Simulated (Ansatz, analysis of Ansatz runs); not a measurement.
# Migration in Li2CdCl4 (Imma): H turning about Cl, charge +1, part 2 of 2

How high is the barrier when H changes place in Li2CdCl4 (Imma)? The case: H turning about Cl, charge +1, in a cell of 56 host atoms with 1 H put in.

Ansatz 0.2.0; plane-wave PAW DFT, PBEsol; nudged elastic band between two relaxed defect structures at fixed charge in a uniform background.

So far. Step 3 (Relaxation of the end point, charge +1): Among the atoms that came to bonding distance: Cl46–H57 1.58 Å (from 3.30).

### Step 4. Nudged elastic band, charge +1

3 movable images are laid between the ends on a pair-potential path, which keeps atoms from colliding in the first guess. Each image feels the true force across the path and a spring force along it. The highest image is set to climb to the top of the path.

This step: plane-wave PAW DFT, PBEsol; nudged elastic band between two relaxed defect structures at fixed charge in a uniform background.

Contents of qp1_c56k1.neb/input.yaml:

```yaml
crystal:
  lattice:
    - [0.0, 7.62069283, 10.46883193]
    - [7.38022985, 0.0, 10.46883193]
    - [7.38022985, 7.62069283, 0.0]
  atoms:
    - { symbol: Li, position: [0.19953057, 0.44400648, 0.04924055] }
    - { symbol: Li, position: [0.41046713, 0.70284497, 0.2969507] }
    - { symbol: Li, position: [0.69296877, 0.95055562, 0.55579878] }
    - { symbol: Li, position: [0.94219913, 0.19539989, 0.80440766] }
    - { symbol: Li, position: [0.12386681, 0.62321144, 0.62786983] }
    - { symbol: Li, position: [0.36794878, 0.88023275, 0.87957039] }
    - { symbol: Li, position: [0.62388469, 0.12842402, 0.12198417] }
    - { symbol: Li, position: [0.92019772, 0.34339378, 0.34587801] }
    - { symbol: Li, position: [0.12796448, 0.12018246, 0.11956409] }
    - { symbol: Li, position: [0.37513382, 0.37192792, 0.37659726] }
    - { symbol: Li, position: [0.60964901, 0.65383779, 0.65641075] }
    - { symbol: Li, position: [0.87449062, 0.87779318, 0.87140204] }
    - { symbol: Li, position: [0.05683378, 0.80402637, 0.19578211] }
    - { symbol: Li, position: [0.3102503, 0.05151655, 0.44618378] }
    - { symbol: Li, position: [0.55443052, 0.30581147, 0.69399978] }
    - { symbol: Li, position: [0.80813188, 0.5536275, 0.94831143] }
    - { symbol: Cd, position: [-0.00196331, -0.00214167, 0.50142727] }
    - { symbol: Cd, position: [0.24989451, 0.24939802, 0.75041316] }
    - { symbol: Cd, position: [0.49752323, 0.49838216, 0.00194844] }
    - { symbol: Cd, position: [0.76172219, 0.75766047, 0.24217212] }
    - { symbol: Cd, position: [0.00129337, 0.50377415, 0.49605257] }
    - { symbol: Cd, position: [0.24758291, 0.74996107, 0.75463682] }
    - { symbol: Cd, position: [0.50081168, 0.00167745, -0.00186614] }
    - { symbol: Cd, position: [0.75237336, 0.24516008, 0.2498616] }
    - { symbol: Cl, position: [0.13348714, 0.12079595, 0.8789779] }
    - { symbol: Cl, position: [0.38613682, 0.36595444, 0.13279624] }
    - { symbol: Cl, position: [0.63902693, 0.61223088, 0.38757738] }
    - { symbol: Cl, position: [0.88507836, 0.86699787, 0.6338537] }
    - { symbol: Cl, position: [0.24381515, 0.74742911, 0.50915429] }
    - { symbol: Cl, position: [0.49544334, 0.99880255, 0.75464307] }
    - { symbol: Cl, position: [0.74557224, 0.25231041, 0.00188959] }
    - { symbol: Cl, position: [0.99504171, 0.50162201, 0.25179467] }
    - { symbol: Cl, position: [0.11586434, 0.63791458, 0.86403836] }
    - { symbol: Cl, position: [0.36757024, 0.888939, 0.11084425] }
    - { symbol: Cl, position: [0.61801642, 0.13575708, 0.36188708] }
    - { symbol: Cl, position: [0.85046426, 0.40207956, 0.59772356] }
    - { symbol: Cl, position: [0.24907646, 0.24516001, 0.00100979] }
    - { symbol: Cl, position: [0.5005919, 0.49064594, 0.25237733] }
    - { symbol: Cl, position: [0.74863647, 0.74799597, 0.4982001] }
    - { symbol: Cl, position: [0.99996431, 0.99791565, 0.74749351] }
    - { symbol: Cl, position: [0.00262969, 0.00172129, 0.25008908] }
    - { symbol: Cl, position: [0.24357574, 0.25579968, 0.50080181] }
    - { symbol: Cl, position: [0.50096688, 0.50779587, 0.74867559] }
    - { symbol: Cl, position: [0.7497508, 0.75243243, 1.00686358] }
    - { symbol: Cl, position: [0.13333024, 0.61409575, 0.38571267] }
    - { symbol: Cl, position: [0.37872139, 0.86546766, 0.64135032] }
    - { symbol: Cl, position: [0.63189059, 0.11386228, 0.88593266] }
    - { symbol: Cl, position: [0.88575772, 0.35842701, 0.1343197] }
    - { symbol: Cl, position: [0.000361, 0.4989996, 0.74402465] }
    - { symbol: Cl, position: [0.25464399, 0.74971436, 0.99806916] }
    - { symbol: Cl, position: [0.50922192, -0.0070382, 0.24737271] }
    - { symbol: Cl, position: [0.75764467, 0.2511104, 0.49200517] }
    - { symbol: Cl, position: [0.12702766, 0.11651005, 0.36672691] }
    - { symbol: Cl, position: [0.36209198, 0.38051848, 0.61929262] }
    - { symbol: Cl, position: [0.61048709, 0.63306007, 0.88326008] }
    - { symbol: Cl, position: [0.8685519, 0.88986128, 0.10995461] }
    - { symbol: H, position: [0.72367388, 0.51353626, 0.48625139] }
total_charge: 1
basis:
  ecutwfc: 420
  xc_grid: 2
hamiltonian:
  xc: pbesol
kpoints:
  mp_grid: { grid: [1, 1, 1] }
scf:
  occupations: { method: fixed }
  max_iter: 150
output:
  forces: true
neb:
  images: 3
  f_tol: 0.04
  climbing: true
  initial_path: idpp
  max_iterations: 45
  order_check: false
  final_atoms:
    - { symbol: Li, position: [0.19205213, 0.44401151, 0.05760092] }
    - { symbol: Li, position: [0.42487738, 0.69989974, 0.30012012] }
[... 5 atom lines left out ...]
    - { symbol: Li, position: [0.8953355, 0.35252608, 0.37645562] }
[... 2 atom lines left out ...]
    - { symbol: Li, position: [0.65392922, 0.59527554, 0.65512301] }
[... 8 atom lines left out ...]
    - { symbol: Cd, position: [0.75500841, 0.75790655, 0.24554313] }
    - { symbol: Cd, position: [0.00217574, 0.49919688, 0.4978123] }
[... 5 atom lines left out ...]
    - { symbol: Cl, position: [0.60225504, 0.64857608, 0.38842678] }
[... 4 atom lines left out ...]
    - { symbol: Cl, position: [0.98607392, 0.50164672, 0.25656434] }
[... 3 atom lines left out ...]
    - { symbol: Cl, position: [0.87528439, 0.37850905, 0.6100039] }
[... 2 atom lines left out ...]
    - { symbol: Cl, position: [0.7465582, 0.74201106, 0.50234183] }
[... 3 atom lines left out ...]
    - { symbol: Cl, position: [0.50226563, 0.50722175, 0.74709354] }
[... 2 atom lines left out ...]
    - { symbol: Cl, position: [0.38928766, 0.85759341, 0.60313135] }
[... 5 atom lines left out ...]
    - { symbol: Cl, position: [0.75441431, 0.25157548, 0.4956168] }
[... 4 atom lines left out ...]
    - { symbol: H, position: [0.49233748, 0.75647977, 0.49098129] }
```

Run with:

```sh
ansatz run input.yaml --threads 32 --pin off --max-ram 84787MiB --backend cuda --events-out ev --progress --plain --runs-dir out --max-vram 78GiB
```

Numbers of over 12 decimals in the logs are rounded to 6 here.

What it wrote:

```text
[...]
Warning: neb: disabling space-group detection — the band's intermediate images generally break the endpoint symmetry, so no spatial operation reduces the k-mesh or symmetrises the density, except that a semilocal band can use its path's symmetry ahead of [...]
[...]
parallel-image band execution: 3 concurrent image workers
NEB image 0
[...]
Crystal: 57 atoms, lattice volume = 1177.586 Å³
Basis set: ecut = 420 eV, 23051 PW (Γ), exchange–correlation on 180×180×144 points (8 copies of the dense FFT grid, shifted against one another)
Bands: 273, of which v1, the nominal top of the filled ones, is band 216 counted from 1 (215 counted from 0)
Symmetry: 1 space group operations
k-points: 1
[...]
SCF iter   1: F=—  HF=-102770.384603 eV  |F-HF|=—  |Δ(HF+E_count)|=         —  Δρ=5.89e-3  dr2=8.03e-1  ethr=1.77e-3  ⟨swp⟩=4.0  Hψ=788  notcnv=0  defer=54
[...]
SCF iter   2: F=—  HF=-102770.144539 eV  |F-HF|=—  |Δ(HF+E_count)|=   2.40e-1  Δρ=1.66e-3  dr2=7.24e-2  ethr=1.86e-4  ⟨swp⟩=3.0  Hψ=428  notcnv=0  defer=55
[...]
SCF iter   8: F=-102770.131073 eV  HF=-102770.131073 eV  |F-HF|=1.26e-8  |Δ(HF+E_count)|=   2.20e-7  Δρ=1.35e-6  dr2=2.17e-8  ethr=2.31e-11  ⟨swp⟩=4.0  Hψ=833  notcnv=0
SCF 1 converged in 8 iterations: F = -102770.131073 eV  dr2 = 2.17e-8
[...]
NSCF: frozen V_eff on 1 k-points
NEB image 4
[...]
SCF 2 converged in 8 iterations: F = -102770.465038 eV  dr2 = 2.18e-8
[...]
SCF 4 converged in 8 iterations: F = -102769.885862 eV  dr2 = 2.60e-8
[...]
SCF 6 converged in 8 iterations: F = -102770.060121 eV  dr2 = 1.40e-8
[...]
SCF 8 converged in 8 iterations: F = -102770.320909 eV  dr2 = 1.65e-8
[...]
SCF 10 converged in 7 iterations: F = -102770.198053 eV  dr2 = 7.51e-8
[...]
SCF 12 converged in 7 iterations: F = -102770.108711 eV  dr2 = 9.21e-8
[...]
SCF 14 converged in 7 iterations: F = -102770.322922 eV  dr2 = 2.71e-8
[...]
SCF 16 converged in 7 iterations: F = -102770.270196 eV  dr2 = 4.28e-8
[...]
SCF 18 converged in 7 iterations: F = -102770.116865 eV  dr2 = 1.28e-8
[...]
SCF 20 converged in 7 iterations: F = -102770.298298 eV  dr2 = 1.16e-8
[...]
SCF 22 converged in 7 iterations: F = -102770.303853 eV  dr2 = 8.72e-8
[...]
SCF 24 converged in 5 iterations: F = -102770.118469 eV  dr2 = 7.72e-8
[...]
SCF 26 converged in 6 iterations: F = -102770.282390 eV  dr2 = 1.24e-8
[...]
SCF 28 converged in 6 iterations: F = -102770.307383 eV  dr2 = 3.70e-8
[...]
SCF 30 converged in 5 iterations: F = -102770.118549 eV  dr2 = 1.81e-8
[...]
SCF 32 converged in 6 iterations: F = -102770.278001 eV  dr2 = 1.21e-8
[...]
atoms:
    - { symbol: Li, position: [0.198018, 0.445274, 0.049680] }
    - { symbol: Li, position: [0.405200, 0.703760, 0.296791] }
    - { symbol: Li, position: [0.692080, 0.951351, 0.555616] }
    - { symbol: Li, position: [0.940392, 0.202735, 0.798030] }
    - { symbol: Li, position: [0.121745, 0.624150, 0.628457] }
    - { symbol: Li, position: [0.368150, 0.880509, 0.879316] }
    - { symbol: Li, position: [0.623904, 0.130661, 0.121026] }
    - { symbol: Li, position: [0.921446, 0.342639, 0.353884] }
    - { symbol: Li, position: [0.127201, 0.121825, 0.120283] }
    - { symbol: Li, position: [0.373707, 0.372317, 0.376544] }
    - { symbol: Li, position: [0.617604, 0.647563, 0.657725] }
    - { symbol: Li, position: [0.874909, 0.879693, 0.870100] }
    - { symbol: Li, position: [0.058100, 0.804054, 0.196828] }
    - { symbol: Li, position: [0.312124, 0.049385, 0.447935] }
    - { symbol: Li, position: [0.552776, 0.305735, 0.695240] }
    - { symbol: Li, position: [0.808667, 0.552848, 0.951209] }
    - { symbol: Cd, position: [-0.003129, -0.000395, 0.502386] }
    - { symbol: Cd, position: [0.249084, 0.249683, 0.751092] }
    - { symbol: Cd, position: [0.498017, 0.498370, 0.001000] }
    - { symbol: Cd, position: [0.765194, 0.761080, 0.239588] }
    - { symbol: Cd, position: [-0.000825, 0.501534, 0.498934] }
    - { symbol: Cd, position: [0.247599, 0.750872, 0.754255] }
    - { symbol: Cd, position: [0.500709, 0.002082, -0.001423] }
    - { symbol: Cd, position: [0.752125, 0.246499, 0.249590] }
    - { symbol: Cl, position: [0.132485, 0.121737, 0.879145] }
    - { symbol: Cl, position: [0.385687, 0.366615, 0.131876] }
    - { symbol: Cl, position: [0.623322, 0.624697, 0.376694] }
    - { symbol: Cl, position: [0.883342, 0.869101, 0.634050] }
    - { symbol: Cl, position: [0.241476, 0.747876, 0.510247] }
    - { symbol: Cl, position: [0.495298, 0.999203, 0.755218] }
    - { symbol: Cl, position: [0.746284, 0.253719, 0.001105] }
    - { symbol: Cl, position: [0.992574, 0.503747, 0.251765] }
    - { symbol: Cl, position: [0.115125, 0.639416, 0.864344] }
    - { symbol: Cl, position: [0.367089, 0.889691, 0.111200] }
    - { symbol: Cl, position: [0.618287, 0.136427, 0.361377] }
    - { symbol: Cl, position: [0.848111, 0.403734, 0.597369] }
    - { symbol: Cl, position: [0.249055, 0.245581, 0.001465] }
    - { symbol: Cl, position: [0.498942, 0.490423, 0.252727] }
    - { symbol: Cl, position: [0.747624, 0.749128, 0.496795] }
    - { symbol: Cl, position: [1.000538, 0.999562, 0.746925] }
    - { symbol: Cl, position: [0.002231, 0.002760, 0.251227] }
    - { symbol: Cl, position: [0.243686, 0.255246, 0.501190] }
    - { symbol: Cl, position: [0.501102, 0.507654, 0.747514] }
    - { symbol: Cl, position: [0.750069, 0.753257, 1.007907] }
    - { symbol: Cl, position: [0.130561, 0.613455, 0.387243] }
    - { symbol: Cl, position: [0.383063, 0.861597, 0.641456] }
    - { symbol: Cl, position: [0.631895, 0.114277, 0.886441] }
    - { symbol: Cl, position: [0.885324, 0.359416, 0.139108] }
    - { symbol: Cl, position: [-0.000692, 0.499608, 0.745343] }
    - { symbol: Cl, position: [0.255239, 0.749668, 0.998081] }
    - { symbol: Cl, position: [0.510545, -0.007245, 0.247492] }
    - { symbol: Cl, position: [0.755610, 0.253660, 0.492925] }
    - { symbol: Cl, position: [0.128439, 0.115666, 0.367955] }
    - { symbol: Cl, position: [0.360907, 0.381063, 0.619675] }
    - { symbol: Cl, position: [0.611130, 0.632850, 0.885227] }
    - { symbol: Cl, position: [0.870478, 0.893407, 0.107316] }
    - { symbol: H, position: [0.687663, 0.521436, 0.480014] }
```

Run time: 8.4 s. Hardware: 1 × NVIDIA GB200 with 32 threads of Arm Neoverse V2, shared host; peak memory 1.9 GiB; 46 s of CPU time.

In the SCF lines HF is the Harris–Foulkes energy and dr2 the Hartree energy of the density residual, in eV; the loop may stop once dr2 is under the threshold and the program's other checks hold. Hψ counts applications of the Hamiltonian.

Images along the path:

```tsv
image	path (Å)	energy (eV)	H57: x, y, z (Å)
0	0.000	0.0000	7.379, 9.220, 12.952
1	0.532	0.0125	7.391, 8.899, 12.658
2	1.703	-0.1795	7.987, 8.426, 11.939
3	2.874	-0.1469	8.578, 7.773, 12.559
4	4.045	-0.3340	9.207, 7.494, 13.074
```

This step gave:

```yaml
free_energy: -102770.1185 eV
barrier_forward: 0.01252 eV
barrier_backward: 0.3465 eV
end_less_start: -0.3340 eV
hop_length: 2.518 Å
```

Track of the atom that was set to move:

```tsv
image	x (Å)	y (Å)	z (Å)	nearest neighbour	distance (Å)
0	7.379	9.22	12.95	Cl	1.405
1	7.391	8.899	12.66	Cl	1.341
2	7.987	8.426	11.94	Cl	1.361
3	8.578	7.773	12.56	Cl	1.334
4	9.207	7.494	13.07	Cl	1.554
```

The band met its tolerance of 0.04 eV/Å after 10 iterations, with image 1 on top (the start counts as 0). H57, which moves farthest between the ends, has 1 Cl at 1.40 Å nearest at the start and 1 Cl at 1.34 Å at the top. The path has 2 maxima, and only the highest was climbed. In at least one step between neighbouring images a covalent bond changes partner or an atom goes far. The images sample such a step coarsely, so the top may lie higher.

### Step 5. Summary of results

```
barrier forward                         : 0.01 eV (in doubt, see below)
barrier backward                        : 0.35 eV
end less start                          : -0.33 eV
hop length                              : 2.52 Å
band iterations, as the log counts them : 10
```

What this shows: The top of the band lies 0.01 eV above the start and 0.35 eV above the end. The path has 2 maxima, and only the highest was climbed. In at least one step between neighbouring images a covalent bond changes partner or an atom goes far. The images sample such a step coarsely, so the top may lie higher. The ends differ by 0.33 eV, so they aren't like places or like states; the smaller barrier is only the way out of the higher one. For hydrogen, zero-point energy and tunnelling change the rate much, so no rate follows from this barrier alone. The order of the top as a saddle was not checked for all atoms, so a bent path could be lower. No image-charge correction is applied; it largely cancels along a path if the charge stays localised alike. What this leaves open: sampling at the zone centre alone can move energies of charged and open-shell states by tenths of an eV or more in cells of this size; spin–orbit coupling, which can matter with heavy atoms, is left out.

[Logs are printed without paths, hosts, clocks, repeated set-up lines and the standing remarks that a program may print on its own settings, such as how far it seeks lower states.]

[Hosts, paths, dates, database ids (printed as entryN), source tags and the programs' standing remarks are cut or masked in the printed files.]
